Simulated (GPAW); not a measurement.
Two runs for the Sc L₃ edge of atom 1 in ScCl (R-3m). Run A: GPAW, LDA, excited-electron core hole (neutral cell), 12-atom cell with 6.0 Å between holes, 4×4×3 k points, dipole transitions, Gaussian full width 0.9 eV up to 4 eV, rising linearly to 3.5 eV at 25 eV. Run B differs in one choice.

Energy from the lowest empty level; intensity scaled to a mean of 1 over the first 20 eV:

| E (eV) | A | B |
| --- | --- | --- |
| -2.0 | 0.00 | 0.00 |
| -1.4 | 0.00 | 0.00 |
| -0.8 | 0.06 | 0.05 |
| -0.2 | 0.70 | 0.66 |
| 0.4 | 2.12 | 2.69 |
| 1.0 | 5.57 | 6.83 |
| 1.6 | 6.43 | 7.27 |
| 2.2 | 4.20 | 3.44 |
| 2.8 | 2.88 | 1.68 |
| 3.4 | 1.15 | 0.72 |
| 4.0 | 0.35 | 0.43 |
| 4.6 | 0.34 | 0.35 |
| 5.2 | 0.34 | 0.30 |
| 5.8 | 0.33 | 0.31 |
| 6.4 | 0.29 | 0.28 |
| 7.0 | 0.33 | 0.35 |
| 7.6 | 0.51 | 0.55 |
| 8.2 | 0.66 | 0.66 |
| 8.8 | 0.62 | 0.58 |
| 9.4 | 0.52 | 0.48 |
| 10.0 | 0.44 | 0.40 |
| 10.6 | 0.38 | 0.34 |
| 11.2 | 0.34 | 0.33 |
| 11.8 | 0.35 | 0.35 |
| 12.4 | 0.38 | 0.37 |
| 13.0 | 0.38 | 0.37 |
| 13.6 | 0.36 | 0.34 |
| 14.2 | 0.35 | 0.33 |
| 14.8 | 0.36 | 0.35 |
| 15.4 | 0.37 | 0.36 |
| 16.0 | 0.37 | 0.36 |
| 16.6 | 0.37 | 0.35 |
| 17.2 | 0.38 | 0.36 |
| 17.8 | 0.40 | 0.38 |
| 18.4 | 0.41 | 0.39 |
| 19.0 | 0.41 | 0.39 |
| 19.6 | 0.40 | 0.39 |
| 20.2 | 0.39 | 0.38 |
| 20.8 | 0.39 | 0.38 |
| 21.4 | 0.38 | 0.38 |
| 22.0 | 0.39 | 0.38 |
| 22.6 | 0.40 | 0.39 |
| 23.2 | 0.40 | 0.40 |
| 23.8 | 0.40 | 0.39 |
| 24.4 | 0.38 | 0.38 |
| 25.0 | 0.37 | 0.36 |
| 25.6 | 0.35 | 0.34 |
| 26.2 | 0.34 | 0.33 |
| 26.8 | 0.33 | 0.32 |
| 27.4 | 0.33 | 0.33 |
| 28.0 | 0.34 | 0.34 |
| 28.6 | 0.35 | 0.35 |
| 29.2 | 0.36 | 0.36 |
| 29.8 | 0.37 | 0.37 |
| 30.4 | 0.37 | 0.37 |
| 31.0 | 0.38 | 0.37 |
| 31.6 | 0.38 | 0.37 |

Q: What was changed?
a) the plane-wave cutoff
b) the volume of the cell
c) the size of the supercell
d) the broadening

(c): run B changes the supercell atoms from 12 to 4, and the k mesh follows the cell. Against the first run the r.m.s. difference is 21 %. The highest intensity below 24 eV goes from 1.4 eV (6.70) to 1.3 eV (7.96). Other settings could leave a like mark; this is the one that was changed.

[Hosts, paths, dates, database ids (printed as entryN), source tags and the programs' standing remarks are cut or masked in the printed files.]

[Lists of maxima count a maximum above −3 eV only where it reaches 4 % of the highest in the window and stands out from its surroundings by 2 % of it (1.5 % where it reaches 55 %); shoulders and weaker maxima are passed over, and of the rest the first, up to two pre-edge ones and the few strongest are named.]
